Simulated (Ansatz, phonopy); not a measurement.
# How K (Im-3m) expands on warming

Aim: the lattice, expansion, heat capacity and bulk modulus of K as it warms.

Experimental results on record:
- heat capacity C_P per formula unit 29.4 J/mol/K near room temperature (given in “High-Throughput Prediction of Finite-Temperature Properties using the Quasi-Harmonic Approximation”, 2016, arXiv:1603.06924)

Calculated with Ansatz 0.2.0; DFT r2SCAN, scalar-relativistic, plane waves, PAW.

This is a report of a sequence of runs, with most program output left out.

The database entry behind the starting cell lists a temperature near 5 K, so it need not match the best structure at ambient conditions.

### 1. Set-up

Symmetry: Im-3m, No. 229, cubic system. Conventional cell: a = 5.225 Å, b = 5.225 Å, c = 5.225 Å, α = 90.00°, β = 90.00°, γ = 90.00°. Nearest to K lie 8 K at 4.52 Å.

Structure file:

```cif
data_structure
_symmetry_space_group_name_H-M 'Im-3m'
_symmetry_Int_Tables_number 229
_cell_length_a 5.2250
_cell_length_b 5.2250
_cell_length_c 5.2250
_cell_angle_alpha 90.000
_cell_angle_beta 90.000
_cell_angle_gamma 90.000
_cell_volume 142.65
loop_
_atom_site_label
_atom_site_type_symbol
_atom_site_symmetry_multiplicity
_atom_site_Wyckoff_symbol
_atom_site_fract_x
_atom_site_fract_y
_atom_site_fract_z
_atom_site_occupancy
K1 K 2 a 0.00000 0.00000 0.00000 1
```

### 2. Probe on a coarse mesh

Before spending time, one coarse run tells the gap and the pressure of the starting cell.

File input.yaml:

```yaml
crystal:
  lattice:
    - [-2.6125, 2.6125, 2.6125]
    - [2.6125, -2.6125, 2.6125]
    - [2.6125, 2.6125, -2.6125]
  atoms:
    - { symbol: K, position: [0.0, 0.0, 0.0] }
kpoints:
  mp_grid: { grid: [6, 6, 6] }
hamiltonian:
  xc: r2scan
scf:
  occupations: { method: gaussian, width: 0.1 }
  lower_state_search: "off"
output:
  forces: true
  stress: true
  eigenvalues: true
```

On the command line:

```bash
ansatz run input.yaml --threads 4 --pin off --max-ram 16384MiB --backend cpu --events-out ev --progress --plain --runs-dir out
```

Wall time 1.3 s (4 threads of Arm Neoverse V2, shared host); peak memory 0.46 GiB; 3 s of CPU time.

This step gave:

| Item | Value |
| --- | --- |
| pressure | 0.3033 GPa |
| volume per atom | 71.32 Å³/atom |
| gap on the k-mesh | 0 eV |

The start is under 0.30 GPa at this level and looks like a metal on this mesh.

### 3. Finding the static equilibrium

The vibrations must be taken about the equilibrium of this functional, not about the starting cell, so the structure is relaxed.

input.yaml, the sections that differ from step 2:

```yaml
kpoints:
  mp_grid: { grid: [12, 12, 12] }
output:
  forces: true
  stress: true
  eigenvalues: true
  write_density: true
  write_potential: true
  elf: true
  volumetric_format: npy
relax:
  adjacent_minimum: "off"
  f_tol: 0.005
  max_steps: 80
  cell: { stress_tol: 0.05 }
# crystal, hamiltonian, scf: as in step 2
```

Wall time 7.6 s (4 threads); peak memory 0.58 GiB; 28 s of CPU time.

The steps of the relaxation:

```csv
step,energy less that of the first step (eV),largest force component (eV/Å),pressure (GPa),volume (Å³)
1,0.0000,0.0000,0.27,71.32
2,-0.0009,0.0000,0.24,71.91
3,-0.0040,0.0000,0.02,76.08
4*,-0.0042,0.0000,0.02,76.08
```

Relaxation steps marked * repeat the geometry before them on a plane-wave basis chosen anew for their cell, so energy and pressure can jump there.

```csv
"conventional cell, symmetrised",before,after,change
a (Å),5.225,5.339,+2.2 %
b (Å),5.225,5.339,+2.2 %
c (Å),5.225,5.339,+2.2 %
volume (Å³/atom),71.32,76.08,+6.7 %
```

The relaxed structure:

```
K
1.0
    -2.66932    2.66932    2.66932
     2.66932   -2.66932    2.66932
     2.66932    2.66932   -2.66932
K
1
Direct
  0.00000 0.00000 0.00000
```

Numbers from this step:

```
pressure        : 0.01914 GPa
volume per atom : 76.08 Å³/atom
```

ELF in the ac plane of the conventional cell at fractional y = 0.000, with atoms of K within 0.2 Å of it. It is the smooth field of the valence electrons, not physical close to the nuclei.

Ten even steps from '0' (0.04) to '9' (0.86), each cell a mean:
```
899400355101799
997200465200599
763002565300157
210014566520001
000135666642000
113456666665321
455666656666555
556666655666665
334566666665543
001356666654200
000025666531000
431003566410024
985101465300379
998300355101699
799400354102798
```
Columns run along a (5.3 Å), rows up along c (5.3 Å), edges of the conventional cell, whose origin can differ from the input's. Atoms in or near the plane, at fractional coordinates: K at (0.00, 0.00).

Valence density in the ac plane of the conventional cell at fractional y = 0.000, with atoms of K within 0.2 Å of it. It is the smooth field of the valence electrons, not physical close to the nuclei.

Values in e/Å³, 15 rows by 15 columns, each cell a mean:
```
4.0 2.9 1.0 0.2 0.0 0.0 0.0 0.0 0.0 0.0 0.0 0.1 0.5 1.9 3.7
2.2 1.4 0.4 0.1 0.0 0.0 0.0 0.0 0.0 0.0 0.0 0.0 0.2 0.9 1.9
0.5 0.3 0.1 0.0 0.0 0.0 0.0 0.0 0.0 0.0 0.0 0.0 0.1 0.2 0.5
0.1 0.1 0.0 0.0 0.0 0.0 0.0 0.0 0.0 0.0 0.0 0.0 0.0 0.0 0.1
0.0 0.0 0.0 0.0 0.0 0.0 0.0 0.0 0.0 0.0 0.0 0.0 0.0 0.0 0.0
0.0 0.0 0.0 0.0 0.0 0.0 0.0 0.0 0.0 0.0 0.0 0.0 0.0 0.0 0.0
0.0 0.0 0.0 0.0 0.0 0.0 0.0 0.0 0.0 0.0 0.0 0.0 0.0 0.0 0.0
0.0 0.0 0.0 0.0 0.0 0.0 0.0 0.0 0.0 0.0 0.0 0.0 0.0 0.0 0.0
0.0 0.0 0.0 0.0 0.0 0.0 0.0 0.0 0.0 0.0 0.0 0.0 0.0 0.0 0.0
0.0 0.0 0.0 0.0 0.0 0.0 0.0 0.0 0.0 0.0 0.0 0.0 0.0 0.0 0.0
0.0 0.0 0.0 0.0 0.0 0.0 0.0 0.0 0.0 0.0 0.0 0.0 0.0 0.0 0.0
0.2 0.1 0.1 0.0 0.0 0.0 0.0 0.0 0.0 0.0 0.0 0.0 0.0 0.1 0.2
1.2 0.7 0.2 0.1 0.0 0.0 0.0 0.0 0.0 0.0 0.0 0.0 0.1 0.4 1.0
3.3 2.1 0.7 0.1 0.0 0.0 0.0 0.0 0.0 0.0 0.0 0.1 0.3 1.4 2.9
4.1 3.3 1.2 0.2 0.0 0.0 0.0 0.0 0.0 0.0 0.0 0.1 0.5 2.2 4.0
```
Columns run along a (5.3 Å), rows up along c (5.3 Å), edges of the conventional cell, whose origin can differ from the input's. Atoms in or near the plane, at fractional coordinates: K at (0.00, 0.00).

Electrostatic potential energy in the ac plane of the conventional cell at fractional y = 0.000, with atoms of K within 0.2 Å of it. With pseudopotentials it is smooth inside the atoms' cores, unlike the true potential.

Values in eV, 15 rows by 15 columns, each cell a mean:
```
-41 -38 -17  -3   1   3   4   4   4   3   2   0  -8 -30 -41
-33 -23  -8  -1   2   3   4   4   4   3   2   1  -3 -15 -30
 -9  -6  -2   1   2   3   4   4   4   4   3   2   0  -3  -8
 -1   0   1   2   3   4   4   4   4   4   3   3   2   1   0
  2   2   3   3   4   4   4   4   4   4   4   3   3   2   2
  3   3   4   4   4   4   4   4   4   4   4   4   4   3   3
  4   4   4   4   4   4   4   4   4   4   4   4   4   4   4
  4   4   4   4   4   4   4   4   4   4   4   4   4   4   4
  4   4   4   4   4   4   4   4   4   4   4   4   4   4   4
  3   3   3   4   4   4   4   4   4   4   4   4   3   3   3
  1   1   2   3   3   4   4   4   4   4   4   3   2   2   1
 -3  -2   0   2   3   4   4   4   4   4   3   2   1  -1  -3
-19 -12  -4   0   2   3   4   4   4   4   3   1  -2  -8 -17
-40 -31 -12  -2   1   3   4   4   4   3   2   0  -6 -23 -38
-41 -40 -19  -3   1   3   4   4   4   3   2  -1  -9 -33 -41
```
Columns run along a (5.3 Å; values clipped at the 3rd and 97th percentile), rows up along c (5.3 Å), edges of the conventional cell, whose origin can differ from the input's. Atoms in or near the plane, at fractional coordinates: K at (0.00, 0.00).

The relaxation ends with a pressure of 0.02 GPa.

### 4. Tight relaxation

The relaxation is repeated with tighter thresholds on force and stress, since phonons are sensitive to what is left; a change of mesh or smearing in the input moves the cell too.

File input.yaml:

```yaml
crystal:
  lattice:
    - [-2.6693180061, 2.6693180061, 2.6693180061]
    - [2.6693180061, -2.6693180061, 2.6693180061]
    - [2.6693180061, 2.6693180061, -2.6693180061]
  atoms:
    - { symbol: K, position: [0.0, 0.0, 0.0] }
kpoints:
  mp_grid: { grid: [12, 12, 12] }
hamiltonian:
  xc: r2scan
scf:
  occupations: { method: methfessel_paxton, width: 0.2 }
  lower_state_search: "off"
output:
  forces: true
  stress: true
  eigenvalues: true
relax:
  adjacent_minimum: "off"
  f_tol: 0.001
  max_steps: 60
  cell: { stress_tol: 0.01 }
```

The job ended after 6.9 s (4 threads; peak memory 0.57 GiB; 26 s of CPU time).

Step by step:

```csv
step,energy less that of the first step (eV),largest force component (eV/Å),pressure (GPa),volume (Å³)
1,0.0000,0.0000,0.02,76.08
2,0.0000,0.0000,0.02,76.12
3,0.0000,0.0000,0.00,76.46
4*,0.0000,0.0000,0.00,76.46
```

Relaxation steps marked * repeat the geometry before them on a plane-wave basis chosen anew for their cell, so energy and pressure can jump there.

```csv
"conventional cell, symmetrised",before,after,change
a (Å),5.339,5.348,+0.2 %
b (Å),5.339,5.348,+0.2 %
c (Å),5.339,5.348,+0.2 %
volume (Å³/atom),76.08,76.46,+0.5 %
```

The relaxed structure:

```xyz
1
Lattice="-2.6738 2.6738 2.6738 2.6738 -2.6738 2.6738 2.6738 2.6738 -2.6738" Properties=species:S:1:pos:R:3 pbc="T T T"
K     0.0000    0.0000    0.0000
```

This step gave:

| Quantity | Value |
| --- | --- |
| pressure | -5.05e-6 GPa |
| volume per atom | 76.46 Å³/atom |

The residual pressure is -5.1e-6 GPa, small enough for phonons.

### 5. Phonons on strained cells

The study relaxes the crystal at several strains, solves the phonons on some of them and minimises the free energy at each temperature (static energy, vibrations, the electrons in a metal, and PV under a set pressure); the q-mesh sets how far the force constants reach.

input.yaml, the sections that differ from step 4:

```yaml
crystal:
  lattice:
    - [-2.6738208258, 2.6738208258, 2.6738208258]
    - [2.6738208258, -2.6738208258, 2.6738208258]
    - [2.6738208258, 2.6738208258, -2.6738208258]
  atoms:
    - { symbol: K, position: [0.0, 0.0, 0.0] }
output:
  eigenvalues: true
phonons:
  method: dfpt
  qmesh: [4, 4, 4]
  temperatures: { t_max: 300.0, t_step: 25 }
  thermal_expansion: {}
# kpoints, hamiltonian, scf: as in step 4
# relax: removed
```

Elapsed: 1.7 h, on 4 threads; peak memory 5.8 GiB.

This step gave:

* pressure: 2.07e-4 GPa
* volume expansion coefficient at 298 K: 215.5 1e-6/K
* C_P at 298 K: 27.18 J/mol-atom/K
* entropy at 298 K: 63.94 J/mol-atom/K
* isothermal bulk modulus at 298 K: 2.719 GPa
* Grüneisen parameter at 298 K: 1.126
* volume at 298 K: 80.92 Å³/atom
* principal linear expansion coefficients at 298 K: 71.82, 71.82, 71.82 1e-6/K

Strained cells of the study; zero-point energy where phonons were solved; the pressures are stresses at a fixed cutoff and can carry an offset from the finite basis. Expansion cells, by row:

```csv
cell,|a| (Å),|b| (Å),|c| (Å),V (Å³/atom),E - E_lowest (meV/atom),"pressure, compression positive (GPa)",gap (eV),zero-point energy (meV/atom)
1,4.631,4.631,4.631,76.46,0,-0.002,-,-
2,4.668,4.668,4.668,78.31,0.461,-0.081,-,-
3,4.594,4.594,4.594,74.66,0.478,0.084,-,-
4,4.632,4.632,4.632,76.48,0,-0.003,-,9.53
5,4.655,4.655,4.655,77.63,0.186,-0.053,-,9.375
6,4.689,4.689,4.689,79.37,1.113,-0.122,-,9.144
7,4.718,4.718,4.718,80.85,2.472,-0.175,-,8.95
8,4.747,4.747,4.747,82.36,4.344,-0.225,-,8.755
9,4.586,4.586,4.586,74.23,0.74,0.106,-,-
10,4.608,4.608,4.608,75.34,0.181,0.05,-,-
11,4.785,4.785,4.785,84.35,7.493,-0.284,-,-
```

Quasi-harmonic; a, b, c are the run's own cell vectors. Expansion, by row:

```csv
T (K),a (Å),b (Å),c (Å),alpha (deg),beta (deg),gamma (deg),cell volume (Å³/cell),alpha_a (1e-6/K),alpha_b (1e-6/K),alpha_c (1e-6/K),alpha_V (1e-6/K),C_P (J/mol-atom/K),C_V (J/mol-atom/K),S (J/mol-atom/K),B_T (GPa),B_S (GPa),Grueneisen,extrapolation,fit error (1e-6/K)
0,4.641,4.641,4.641,109.5,109.5,109.5,76.96,0,0,0,0,0,0,0,3.38,3.38,-,0,0
25,4.642,4.642,4.642,109.5,109.5,109.5,77.02,28.64,28.64,28.64,85.92,13.15,13.12,7.863,3.36,3.37,1.021,0,0.01
50,4.647,4.647,4.647,109.5,109.5,109.5,77.25,47.25,47.25,47.25,141.7,20.91,20.76,19.93,3.31,3.34,1.053,0,0.02
75,4.653,4.653,4.653,109.5,109.5,109.5,77.55,53.72,53.72,53.72,161.2,23.32,23.02,28.94,3.26,3.3,1.065,0,0.03
100,4.659,4.659,4.659,109.5,109.5,109.5,77.87,57.07,57.07,57.07,171.2,24.38,23.94,35.81,3.2,3.26,1.073,0,0.04
125,4.666,4.666,4.666,109.5,109.5,109.5,78.21,59.41,59.41,59.41,178.2,24.99,24.4,41.32,3.14,3.21,1.08,0,0.04
150,4.673,4.673,4.673,109.5,109.5,109.5,78.57,61.35,61.35,61.35,184,25.42,24.68,45.92,3.08,3.17,1.086,0,0.05
175,4.681,4.681,4.681,109.5,109.5,109.5,78.93,63.13,63.13,63.13,189.4,25.77,24.87,49.86,3.02,3.13,1.093,0,0.06
200,4.688,4.688,4.688,109.5,109.5,109.5,79.31,64.85,64.85,64.85,194.6,26.07,25,53.32,2.96,3.09,1.1,0,0.06
225,4.696,4.696,4.696,109.5,109.5,109.5,79.71,66.57,66.57,66.57,199.7,26.36,25.11,56.41,2.9,3.04,1.106,0,0.07
250,4.704,4.704,4.704,109.5,109.5,109.5,80.11,68.31,68.31,68.31,204.9,26.64,25.2,59.2,2.84,3,1.113,0,0.07
275,4.712,4.712,4.712,109.5,109.5,109.5,80.53,70.11,70.11,70.11,210.3,26.92,25.28,61.76,2.78,2.96,1.12,0,0.07
298.1,4.72,4.72,4.72,109.5,109.5,109.5,80.93,71.82,71.82,71.82,215.5,27.18,25.35,63.94,2.72,2.92,1.126,0,0.11
300,4.72,4.72,4.72,109.5,109.5,109.5,80.96,71.96,71.96,71.96,215.9,27.2,25.35,64.11,2.71,2.91,1.127,0,0.12
```

Table of expansion coefficient by temperature; values in 1e-6/K:

```csv
temperature (K),volume,principal 1
0,0,0
25,85.9,28.6
50,142,47.2
75,161,53.7
100,171,57.1
125,178,59.4
150,184,61.4
175,189,63.1
200,195,64.8
225,200,66.6
250,205,68.3
275,210,70.1
298,215,71.8
300,216,72.0
```

At 298 K the volume expansion is 215 × 10⁻⁶/K and B_T is 2.72 GPa. The program raised the cutoff to 580 eV by itself: with no cutoff typed, the study takes about 1.16 times the default for its relaxations and scales it with the volume for the phonons.

### 6. Quasi-harmonic fit by phonopy

This step: DFT r2SCAN, scalar-relativistic, plane waves, PAW (phonopy 4.10.0).

Table of energy (each curve on its own zero) by volume; values in meV/atom:

```csv
volume (Å³/atom),static,F at 0 K,F at 300 K
76.48,0,0.38,3.12
77.63,0.19,0.41,2.06
79.37,1.11,1.11,1.09
80.85,2.47,2.27,0.82
82.36,4.34,3.95,1.02
```

Phonopy-qha, vinet fit of F(V) at each temperature. Qha vinet, by row:

```csv
T (K),fitted volume (Å³/atom),alpha_V (1e-6/K),B_T (GPa),C_P (J/mol-atom/K),Grueneisen
75,77.55,159.7,3.26,23.57,1.061
100,77.87,170.7,3.2,24.57,1.078
125,78.21,178,3.14,25.13,1.089
150,78.57,183.9,3.08,25.52,1.098
175,78.93,189.3,3.02,25.84,1.107
200,79.31,194.5,2.96,26.13,1.116
225,79.71,199.7,2.9,26.41,1.124
250,80.11,204.9,2.84,26.68,1.133
275,80.53,210.4,2.78,26.95,1.142
```

Table of volume expansion coefficient by temperature; values in 1e-6/K:

```csv
temperature (K),"phonopy-qha, Vinet",Ansatz's own study
75.0,160,161
100.0,171,171
125.0,178,178
150.0,184,184
175.0,189,189
200.0,194,195
225.0,200,200
250.0,205,205
275.0,210,210
```

### 7. Summary of results

| Item | Value |
| --- | --- |
| settings of these figures | r2SCAN, 580 eV, k 12×12×12, q 4×4×4 |
| volume expansion coefficient at 298 K | 215.5 1e-6/K |
| C_P at 298 K | 27.18 J/mol-atom/K |
| entropy at 298 K | 63.94 J/mol-atom/K |
| isothermal bulk modulus at 298 K | 2.719 GPa |
| Grüneisen parameter at 298 K | 1.126 |
| volume at 298 K | 80.92 Å³/atom |
| principal linear expansion coefficients at 298 K | 71.82, 71.82, 71.82 1e-6/K |

In words: Near room temperature K expands by 215 × 10⁻⁶/K in volume by r2SCAN, with C_P = 27.2 J/(mol K) per mole of atoms and B_T = 2.72 GPa. C_P at room temperature is 109 % of the classical 3R an atom; C_V is 102 %, and the rest is expansion work. In this metal the study includes the electrons' free energy, which adds a term that grows with temperature, so the heat capacities need not level off at 3R. A measured heat capacity per formula unit near room temperature is 29.4 J/mol/K (arXiv:1603.06924); the calculated 27.2 J/mol/K differs by -8 %. The PAW files were made for PBE and are used here under another functional, for which the program regenerates the frozen cores. The cell of these runs is 7 % larger in volume than the database cell; frequencies and all that rests on them shift with it.

[Logs are printed without paths, hosts, clocks, repeated set-up lines and the standing remarks that a program may print on its own settings, such as how far it seeks lower states.]

[Hosts, paths, dates, database ids (printed as entryN), source tags and the programs' standing remarks are cut or masked in the printed files.]

[A step with changed settings may run another functional than the one named; its input shows which.]
